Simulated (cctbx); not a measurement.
# What resolution and counting buy: CoPPt

Space group Pnma (no. 62), a = 5.6430 Å, b = 3.5690 Å, c = 6.5690 Å, α = 90.00°, β = 90.00°, γ = 90.00°.

| atom | mult. | x | y | z | Ueq (Å²) |
| --- | --- | --- | --- | --- | --- |
| Pt1 | 4 | 0.0382 | 3/4 | 0.3358 | 0.0139 |
| Co1 | 4 | 0.8662 | 1/4 | 0.0680 | 0.0276 |
| P1 | 4 | 0.2713 | 3/4 | 0.6233 | 0.0277 |

This is a model crystal, built by substitution and not relaxed, with assumed displacement parameters.

Five simulated data sets (cctbx; Mo Kα, λ = 0.71073 Å; 1.5 % proportional error) differ in resolution or exposure (noise floor 8 counts in the first three, 8 in the last two). Each is refined with the right model, isotropic at 1.1 Å and anisotropic otherwise. How do the figures of merit and the uncertainties move?

```csv
d min (Å),top counts,"⟨I/σ⟩ (unmerged, absences included)",unique,param. (scale apart),Rint,R1,GooF,largest s.u. xyz (fractional),s.u. U of P1 (Å²),largest error (Å)
1.1,70000,36.5,62,9,0.012,0.0035,0.78,0.00027,0.0004,0.0032
0.84,70000,34.1,137,18,0.013,0.0039,0.86,0.00018,0.0005,0.0012
0.6,70000,25.6,359,18,0.015,0.0064,1.04,0.00016,0.0004,0.0014
0.75,300,1.6,187,18,0.317,0.0526,0.81,0.00493,0.0099,0.0440
0.75,3000,8.1,187,18,0.056,0.0147,0.80,0.00070,0.0019,0.0063
```

The number of reflections grows roughly as 1/d³: 62, 137 and 359 here. R1 follows the noise rather than the truth: at 300 counts it is 0.0526, at 3000 counts 0.0147, while GooF is 0.81 and 0.80: the weights 1/σ² carry the noise. The s.u. of U (U11 where anisotropic) for P1 goes 0.0004, 0.0005, 0.0004 Å² with resolution and 0.0099, 0.0019 Å² with exposure.

Hardware for the 0.6 Å refinement: 0.37 s on 1 thread of Arm Neoverse V2 (shared host), peak memory 0.09 GiB.

[Logs are printed without paths, hosts, clocks, repeated set-up lines and the standing remarks that a program may print on its own settings, such as how far it seeks lower states.]
